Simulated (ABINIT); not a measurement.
# Quasiparticle gap of BaH2 (P6_3/mmc) in ABINIT, part 2 of 3

Aim: the G0W0 gap of BaH2 (P6_3/mmc) on PBEsol with spin-orbit coupling, step by step.

ABINIT 10.8.3; PBEsol and many-body steps on it, plane waves. Known limits of the many-body steps: not at the basis limit; screening head approximate; coarse k mesh.

So far. Step 2 (Ground state): The gap is indirect, with the least direct gap 1.05 eV higher.

**3. Bands along the symmetry lines**

Level of this step: DFT, PBEsol with spin-orbit coupling, plane waves, norm-conserving pseudopotentials (ABINIT).

The cheap functional maps the bands first; the places of the edges decide which points the dearer methods must see.

Input file run.abi:

```
acell 3*1.0 Angstrom
rprim 
  4.462025052349 0.000000000014 0.000000000000
  -2.231012526186 3.864227047650 0.000000000000
  0.000000000000 0.000000000000 6.055292590000
ntypat 2
znucl 56 1
natom 6
typat 1 1 2 2 2 2
xred 
  0.666666666667 0.333333333333 0.750000000000
  0.333333333333 0.666666666667 0.250000000000
  0.333333333333 0.666666666667 0.750000000000
  0.666666666667 0.333333333333 0.250000000000
  -0.000000000000 -0.000000000000 0.500000000000
  -0.000000000000 -0.000000000000 0.000000000000
pp_dirpath "pseudos"
pseudos "Ba.upf, H.upf"
ecut 32
nspinor 2
iscf -2
irdden 1
kptopt 0
nkpt 39
kpt 
  0.00000000 0.00000000 0.00000000
  0.12500000 0.00000000 0.00000000
  0.25000000 0.00000000 0.00000000
  0.37500000 0.00000000 0.00000000
  0.50000000 0.00000000 0.00000000
  0.45833333 0.08333333 0.00000000
  0.41666666 0.16666666 0.00000000
  0.37500000 0.25000000 0.00000000
  0.33333333 0.33333333 0.00000000
  0.25000000 0.25000000 0.00000000
  0.16666666 0.16666666 0.00000000
  0.08333333 0.08333333 0.00000000
  0.00000000 0.00000000 0.00000000
  0.00000000 0.00000000 0.12500000
  0.00000000 0.00000000 0.25000000
  0.00000000 0.00000000 0.37500000
  0.00000000 0.00000000 0.50000000
  0.12500000 0.00000000 0.50000000
  0.25000000 0.00000000 0.50000000
  0.37500000 0.00000000 0.50000000
  0.50000000 0.00000000 0.50000000
  0.45833333 0.08333333 0.50000000
  0.41666666 0.16666666 0.50000000
  0.37500000 0.25000000 0.50000000
  0.33333333 0.33333333 0.50000000
  0.25000000 0.25000000 0.50000000
  0.16666666 0.16666666 0.50000000
  0.08333333 0.08333333 0.50000000
  0.00000000 0.00000000 0.50000000
  0.50000000 0.00000000 0.50000000
  0.50000000 0.00000000 0.37500000
  0.50000000 0.00000000 0.25000000
  0.50000000 0.00000000 0.12500000
  0.50000000 -0.00000000 0.00000000
  0.33333333 0.33333333 0.50000000
  0.33333333 0.33333333 0.37500000
  0.33333333 0.33333333 0.25000000
  0.33333333 0.33333333 0.12500000
  0.33333333 0.33333333 0.00000000
istwfk *1
nband 40
nbdbuf 6
tolwfr 1e-08
nstep 40
prtwf 0
prtvol 0
indata_prefix "in"
outdata_prefix "out"
tmpdata_prefix "tmp"
```

Launch:

```console
OMP_NUM_THREADS=1 mpirun -n 8 abinit run.abi > log
```

Numbers of over 12 decimals in the logs are rounded to 6 here.

The log of the run:

```text
.Version 10.8.3 of ABINIT. v10.8.2 released Aug 2026.

 Symmetries : space group P6_3/m m c (#194); Bravais hP (primitive hexag.)
[... echo of the input left out ...]
== DATASET  1 ==================================================================
-   mpi_nproc: 8, omp_nthreads: 1 (-1 if OMP is not activated)

--- !DatasetInfo
iteration_state: {dtset: 1, }
dimensions: {natom: 6, nkpt: 39, mband: 40, nsppol: 1, nspinor: 2, nspden: 1, mpw: 6130, }
cutoff_energies: {ecut:  32.0, pawecutdg:  -1.0, }
electrons: {nelect:   2.40000000E+01, charge:   0.00000000E+00, occopt:   1.00000000E+00, tsmear:   1.00000000E-02, }

 Real(R)+Recip(G) space primitive vectors, cartesian coordinates (Bohr,Bohr^-1):
 R(1)=  8.4320053  0.0000000  0.0000000  G(1)=  0.1185958  0.0684713  0.0000000
 R(2)= -4.2160027  7.3023308  0.0000000  G(2)=  0.0000000  0.1369426  0.0000000
 R(3)=  0.0000000  0.0000000 11.4428446  G(3)=  0.0000000  0.0000000  0.0873909
 Unit cell volume ucvol=  7.0457361E+02 bohr^3
 Angles (23,13,12)=  9.00000000E+01  9.00000000E+01  1.20000000E+02 degrees

 getcut: wavevector=  0.0000  0.0000  0.0000  ngfft=  45  45  60
         ecut(hartree)=     32.000   => boxcut(ratio)=   2.04919

--- Pseudopotential description ------------------------------------------------
- Ba Generated using ONCVPSP code by D. R. Hamann
- 56.00000  10.00000  180509                  znucl, zion, pspdat
12 -116133 2 -1 1936                          pspcod,pspxc,lmax,lloc,mmax
     nproj     2     4     4     0
     spin-orbit psp
        nprojso     4     4     0
  pspatm : epsatm=   26.37453209
         --- l  ekb(1:nproj) -->
             0    0.675331    6.650378
             1    4.997391    0.415552    0.012944    0.000505
             2    2.544055    0.418022    0.001453    0.000020
  spin-orbit 1   -0.424250    0.289802    0.063976   -0.006900
  spin-orbit 2    0.050176   -0.043968    0.011082   -0.000563
 pspatm: atomic psp has been read  and splines computed

- H Generated using ONCVPSP code by D. R. Hamann
-  1.00000   1.00000  180509                  znucl, zion, pspdat
12 -116133 1 -1 1180                          pspcod,pspxc,lmax,lloc,mmax
     nproj     2     2     0     0
     spin-orbit psp
        nprojso     2     0     0
  pspatm : epsatm=    0.35588979
         --- l  ekb(1:nproj) -->
             0   -1.674936   -0.523615
             1   -0.494138   -0.000000
  spin-orbit 1    0.000425   -0.000168
 pspatm: atomic psp has been read  and splines computed

--------------------------------------------------------------------------------

================================================================================
 prteigrs : about to open file out_EIG
 Non-SCF case, kpt    1 (  0.00000  0.00000  0.00000), residuals and eigenvalues=
  4.27E-09  6.46E-09  3.88E-09  9.10E-09  1.68E-09  3.38E-09  3.31E-09  7.34E-09
[...]
3.6148E-01  3.6148E-01  3.9175E-01  3.9246E-01
[...]
Non-SCF case, kpt   38 (  0.33333  0.33333  0.12500), residuals and eigenvalues=
[...]
Non-SCF case, kpt   39 (  0.33333  0.33333  0.00000), residuals and eigenvalues=
[...]
2.6548E-01  2.6548E-01  2.6665E-01  2.6665E-01  3.0729E-01  3.0729E-01
  3.3419E-01  3.3419E-01  3.3547E-01  3.3547E-01  3.4500E-01  3.4500E-01
[...]
--- !ResultsGS
iteration_state: {dtset: 1, }
comment   : Summary of ground state results
lattice_vectors:
- [  8.4320053,   0.0000000,   0.0000000, ]
- [ -4.2160027,   7.3023308,   0.0000000, ]
- [  0.0000000,   0.0000000,  11.4428446, ]
lattice_lengths: [   8.43201,    8.43201,   11.44284, ]
lattice_angles: [ 90.000,  90.000, 120.000, ] # degrees, (23, 13, 12)
lattice_volume:   7.0457361E+02
convergence: {deltae:  0.000E+00, res2:  0.000E+00, residm:  9.993E-09, diffor:  0.000E+00, }
etotal    :  -5.86251305E+01
entropy   :   0.00000000E+00
fermie    :   1.52483497E-01
cartesian_stress_tensor: null
pressure_GPa: null
xred      :
- [  6.6667E-01,   3.3333E-01,   7.5000E-01, Ba]
- [  3.3333E-01,   6.6667E-01,   2.5000E-01, Ba]
- [  3.3333E-01,   6.6667E-01,   7.5000E-01,  H]
- [  6.6667E-01,   3.3333E-01,   2.5000E-01,  H]
- [  9.2519E-17,   9.2519E-17,   5.0000E-01,  H]
- [  9.2519E-17,   9.2519E-17,   2.7756E-17,  H]
cartesian_forces: null
force_length_stats: {min: null, max: null, mean: null, }

 Integrated electronic density in atomic spheres:
 ------------------------------------------------
 Atom  Sphere_radius  Integrated_density
[...]
================================================================================

 ----iterations are completed or convergence reached----

 Mean square residual over all n,k,spin=   49.574E-10; max=  99.931E-10
 reduced coordinates (array xred) for    6 atoms
[...]
0.000000000000      0.000000000000      0.500000000000
       0.000000000000      0.000000000000      0.000000000000

 cartesian coordinates (angstrom) at end:
[...]
5      0.000000     0.000000     3.027646
    6      0.000000     0.000000     0.000000
 length scales=  1.889726125908  1.889726125908  1.889726125908 bohr
              =  1.000000000000  1.000000000000  1.000000000000 angstroms
 prteigrs : about to open file out_EIG
 Eigenvalues (hartree) for nkpt=  39  k points:
 kpt#   1, nband= 40, wtk=  1.00000, kpt=  0.0000  0.0000  0.0000 (reduced coord)
[...]
kpt#   2, nband= 40, wtk=  1.00000, kpt=  0.1250  0.0000  0.0000 (reduced coord)
[...]
kpt#   3, nband= 40, wtk=  1.00000, kpt=  0.2500  0.0000  0.0000 (reduced coord)
[...]
kpt#  38, nband= 40, wtk=  1.00000, kpt=  0.3333  0.3333  0.1250 (reduced coord)
[...]
kpt#  39, nband= 40, wtk=  1.00000, kpt=  0.3333  0.3333  0.0000 (reduced coord)
[...]
0.26548    0.26548    0.26665    0.26665    0.30729    0.30729    0.33419    0.33419
   0.33547    0.33547    0.34500    0.34500    0.37767    0.37772    0.37777    0.38178

== END DATASET(S) ==============================================================
================================================================================

 -outvars: echo values of variables after computation  --------
            nband          40
             nkpt          39
          spgroup         194
 [... the other variables as echoed above ...]

 Calculation completed.
```

Run time: 2 min. Hardware: 8 MPI ranks of Intel Xeon Platinum 8259CL at 2.50GHz (Skylake/Cascade Lake), shared host; peak memory 0.94 GiB; 16 min of CPU time.

Numbers from this step:

```
gap                        : 1.450 eV
k of the valence top       : 0, 0, 0
k of the conduction bottom : 0.3333, 0.3333, 0.5
least direct gap           : 2.502 eV
```

The gap is 1.450 eV, as in the run before at this level.

The electronic bands at the labelled points (eV, zero at the top of the highest filled band):

| point | band 21 | band 22 | band 23 | band 24 | band 25 | band 26 | band 27 | band 28 |
| --- | --- | --- | --- | --- | --- | --- | --- | --- |
| Γ | -0.51 | -0.51 | 0.00 | 0.00 | 2.67 | 2.67 | 2.75 | 2.75 |
| halfway | -1.31 | -1.31 | -1.06 | -1.06 | 2.94 | 2.94 | 3.10 | 3.10 |
| M | -1.69 | -1.69 | -1.56 | -1.56 | 2.50 | 2.50 | 3.68 | 3.68 |
| halfway | -1.78 | -1.78 | -1.67 | -1.67 | 2.68 | 2.68 | 3.52 | 3.52 |
| K | -1.91 | -1.91 | -1.77 | -1.77 | 3.07 | 3.07 | 3.11 | 3.11 |
| halfway | -1.52 | -1.52 | -1.21 | -1.21 | 2.87 | 2.87 | 3.07 | 3.07 |
| Γ | -0.51 | -0.51 | 0.00 | 0.00 | 2.67 | 2.67 | 2.75 | 2.75 |
| halfway | -0.65 | -0.65 | -0.05 | -0.05 | 2.45 | 2.45 | 2.50 | 2.50 |
| A | -0.46 | -0.46 | -0.46 | -0.46 | 2.54 | 2.54 | 2.54 | 2.54 |
| halfway | -1.33 | -1.33 | -1.33 | -1.33 | 2.88 | 2.88 | 2.88 | 2.88 |
| L | -1.37 | -1.37 | -1.37 | -1.37 | 2.28 | 2.28 | 2.28 | 2.28 |
| halfway | -1.47 | -1.47 | -1.42 | -1.42 | 1.82 | 1.82 | 1.85 | 1.85 |
| H | -1.63 | -1.63 | -1.46 | -1.46 | 1.45 | 1.45 | 1.47 | 1.47 |
| halfway | -1.48 | -1.48 | -1.47 | -1.47 | 2.53 | 2.53 | 2.58 | 2.58 |
| A | -0.46 | -0.46 | -0.46 | -0.46 | 2.54 | 2.54 | 2.54 | 2.54 |
| jump to L | -1.37 | -1.37 | -1.37 | -1.37 | 2.28 | 2.28 | 2.28 | 2.28 |
| halfway | -1.58 | -1.58 | -1.44 | -1.44 | 2.84 | 2.84 | 2.92 | 2.92 |
| M | -1.69 | -1.69 | -1.56 | -1.56 | 2.50 | 2.50 | 3.68 | 3.68 |
| jump to H | -1.63 | -1.63 | -1.46 | -1.46 | 1.45 | 1.45 | 1.47 | 1.47 |
| halfway | -1.74 | -1.74 | -1.71 | -1.71 | 2.16 | 2.16 | 2.18 | 2.18 |
| K | -1.91 | -1.91 | -1.77 | -1.77 | 3.07 | 3.07 | 3.11 | 3.11 |

**4. Empty states on the mesh, 3×3×2 mesh, 232 bands**

The sums over transitions need many empty states on a uniform mesh; this step solves for them.

Input file run.abi:

```
acell 3*1.0 Angstrom
rprim 
  4.462025052349 0.000000000014 0.000000000000
  -2.231012526186 3.864227047650 0.000000000000
  0.000000000000 0.000000000000 6.055292590000
ntypat 2
znucl 56 1
natom 6
typat 1 1 2 2 2 2
xred 
  0.666666666667 0.333333333333 0.750000000000
  0.333333333333 0.666666666667 0.250000000000
  0.333333333333 0.666666666667 0.750000000000
  0.666666666667 0.333333333333 0.250000000000
  -0.000000000000 -0.000000000000 0.500000000000
  -0.000000000000 -0.000000000000 0.000000000000
pp_dirpath "pseudos"
pseudos "Ba.upf, H.upf"
ecut 32
nspinor 2
ngkpt 3 3 2
nshiftk 1
shiftk 0 0 0
kptopt 1
chksymbreak 0
iscf -2
irdden 1
istwfk *1
nband 232
nbdbuf 20
tolwfr 1e-09
nstep 60
prtvol 0
indata_prefix "in"
outdata_prefix "out"
tmpdata_prefix "tmp"
```

The log of the run:

```text
.Version 10.8.3 of ABINIT. v10.8.2 released Aug 2026.

 Symmetries : space group P6_3/m m c (#194); Bravais hP (primitive hexag.)
[... echo of the input left out ...]
== DATASET  1 ==================================================================
-   mpi_nproc: 8, omp_nthreads: 1 (-1 if OMP is not activated)
-    --> not optimal distribution: autoparal keyword recommended in input file <--

--- !DatasetInfo
iteration_state: {dtset: 1, }
dimensions: {natom: 6, nkpt: 6, mband: 232, nsppol: 1, nspinor: 2, nspden: 1, mpw: 6126, }
cutoff_energies: {ecut:  32.0, pawecutdg:  -1.0, }
electrons: {nelect:   2.40000000E+01, charge:   0.00000000E+00, occopt:   1.00000000E+00, tsmear:   1.00000000E-02, }

 Real(R)+Recip(G) space primitive vectors, cartesian coordinates (Bohr,Bohr^-1):
 R(1)=  8.4320053  0.0000000  0.0000000  G(1)=  0.1185958  0.0684713  0.0000000
 R(2)= -4.2160027  7.3023308  0.0000000  G(2)=  0.0000000  0.1369426  0.0000000
 R(3)=  0.0000000  0.0000000 11.4428446  G(3)=  0.0000000  0.0000000  0.0873909
 Unit cell volume ucvol=  7.0457361E+02 bohr^3
 Angles (23,13,12)=  9.00000000E+01  9.00000000E+01  1.20000000E+02 degrees

 getcut: wavevector=  0.0000  0.0000  0.0000  ngfft=  45  45  60
         ecut(hartree)=     32.000   => boxcut(ratio)=   2.04919

--- Pseudopotential description ------------------------------------------------
- Ba Generated using ONCVPSP code by D. R. Hamann
- 56.00000  10.00000  180509                  znucl, zion, pspdat
12 -116133 2 -1 1936                          pspcod,pspxc,lmax,lloc,mmax
     nproj     2     4     4     0
     spin-orbit psp
        nprojso     4     4     0
  pspatm : epsatm=   26.37453209
         --- l  ekb(1:nproj) -->
             0    0.675331    6.650378
             1    4.997391    0.415552    0.012944    0.000505
             2    2.544055    0.418022    0.001453    0.000020
  spin-orbit 1   -0.424250    0.289802    0.063976   -0.006900
  spin-orbit 2    0.050176   -0.043968    0.011082   -0.000563
 pspatm: atomic psp has been read  and splines computed

- H Generated using ONCVPSP code by D. R. Hamann
-  1.00000   1.00000  180509                  znucl, zion, pspdat
12 -116133 1 -1 1180                          pspcod,pspxc,lmax,lloc,mmax
     nproj     2     2     0     0
     spin-orbit psp
        nprojso     2     0     0
  pspatm : epsatm=    0.35588979
         --- l  ekb(1:nproj) -->
             0   -1.674936   -0.523615
             1   -0.494138   -0.000000
  spin-orbit 1    0.000425   -0.000168
 pspatm: atomic psp has been read  and splines computed

--------------------------------------------------------------------------------

================================================================================
 prteigrs : about to open file out_EIG
 Non-SCF case, kpt    1 (  0.00000  0.00000  0.00000), residuals and eigenvalues=
  1.11E-10  2.17E-10  1.84E-10  2.43E-10  7.93E-11  1.06E-10  8.10E-11  1.25E-10
  6.76E-11  8.25E-10  5.05E-11  8.36E-11  4.43E-11  6.31E-11  9.72E-11  8.09E-10
  2.91E-10  5.55E-10  2.43E-10  5.79E-10  3.03E-10  3.21E-10  3.13E-10  6.37E-10
[...]
-8.4287E-01 -8.4287E-01 -8.3640E-01 -8.3640E-01 -3.5626E-01 -3.5626E-01
 -3.3752E-01 -3.3752E-01 -2.8901E-01 -2.8901E-01 -2.6968E-01 -2.6968E-01
 -2.5968E-01 -2.5968E-01 -2.5817E-01 -2.5817E-01 -7.3748E-03 -7.3748E-03
[...]
1.9083E+00  1.9083E+00  1.9360E+00  1.9360E+00  1.9644E+00  1.9644E+00
  1.9668E+00  1.9668E+00  2.0337E+00  2.0338E+00  2.0444E+00  2.0445E+00
  2.0613E+00  2.0617E+00  2.0837E+00  2.0842E+00
 prteigrs : prtvol=0 or 1, do not print more k-points.

--- !ResultsGS
iteration_state: {dtset: 1, }
comment   : Summary of ground state results
lattice_vectors:
- [  8.4320053,   0.0000000,   0.0000000, ]
- [ -4.2160027,   7.3023308,   0.0000000, ]
- [  0.0000000,   0.0000000,  11.4428446, ]
lattice_lengths: [   8.43201,    8.43201,   11.44284, ]
lattice_angles: [ 90.000,  90.000, 120.000, ] # degrees, (23, 13, 12)
lattice_volume:   7.0457361E+02
convergence: {deltae:  0.000E+00, res2:  0.000E+00, residm:  9.994E-10, diffor:  0.000E+00, }
etotal    :  -5.86251305E+01
entropy   :   0.00000000E+00
fermie    :   1.52483497E-01
cartesian_stress_tensor: null
pressure_GPa: null
xred      :
- [  6.6667E-01,   3.3333E-01,   7.5000E-01, Ba]
- [  3.3333E-01,   6.6667E-01,   2.5000E-01, Ba]
- [  3.3333E-01,   6.6667E-01,   7.5000E-01,  H]
- [  6.6667E-01,   3.3333E-01,   2.5000E-01,  H]
- [  9.2519E-17,   9.2519E-17,   5.0000E-01,  H]
- [  9.2519E-17,   9.2519E-17,   2.7756E-17,  H]
cartesian_forces: null
force_length_stats: {min: null, max: null, mean: null, }

 Integrated electronic density in atomic spheres:
 ------------------------------------------------
 Atom  Sphere_radius  Integrated_density
[...]
================================================================================

 ----iterations are completed or convergence reached----

 Mean square residual over all n,k,spin=   39.884E-11; max=  99.936E-11
 reduced coordinates (array xred) for    6 atoms
[...]
0.000000000000      0.000000000000      0.500000000000
       0.000000000000      0.000000000000      0.000000000000

 cartesian coordinates (angstrom) at end:
    1      2.231013     1.288076     4.541469
    2     -7.67e-12     2.576151     1.513823
    3     -7.67e-12     2.576151     4.541469
    4      2.231013     1.288076     1.513823
    5      0.000000     0.000000     3.027646
    6      0.000000     0.000000     0.000000
 length scales=  1.889726125908  1.889726125908  1.889726125908 bohr
              =  1.000000000000  1.000000000000  1.000000000000 angstroms
 prteigrs : about to open file out_EIG
 Eigenvalues (hartree) for nkpt=   6  k points:
 kpt#   1, nband=232, wtk=  0.05556, kpt=  0.0000  0.0000  0.0000 (reduced coord)
[...]
1.90835    1.90835    1.93598    1.93598    1.96440    1.96440    1.96679    1.96679
   2.03372    2.03376    2.04444    2.04451    2.06135    2.06168    2.08372    2.08418
 prteigrs : prtvol=0 or 1, do not print more k-points.

== END DATASET(S) ==============================================================
================================================================================

 -outvars: echo values of variables after computation  --------
            nband         232
             nkpt           6
          spgroup         194
 [... the other variables as echoed above ...]

 Calculation completed.
```

Elapsed: 3.7 min, on 8 MPI ranks; peak memory 0.91 GiB.

This step gave:

* gap: 1.450 eV
* k of the valence top: 0, 0, 0
* k of the conduction bottom: 0.3333, 0.3333, 0.5
* least direct gap: 2.675 eV
* k points computed: 6
* lowest point of the top converged band, above the valence top: 45.04 eV

On this mesh the gap is 1.450 eV.

[end of part 2 of 3]

[Paths, hosts, dates, memory and timing lines, banners, echoed tables and standing remarks are left out of the program output.]

[Logs are printed without paths, hosts, clocks, repeated set-up lines and the standing remarks that a program may print on its own settings, such as how far it seeks lower states.]

[Runs of the session that timed out or met a known fault of the program may be left out.]

[Hosts, paths, dates, database ids (printed as entryN), source tags and the programs' standing remarks are cut or masked in the printed files.]

[G0W0 gaps are taken among the corrected bands and points alone; a level outside them can change the order at an edge.]

[Where Ansatz stands beside ABINIT at settings called matched, ABINIT's density can come from a denser mesh and the files from another edition; pairs whose starting gaps differed by over 0.03 eV were left out, so agreement reads better than it is.]
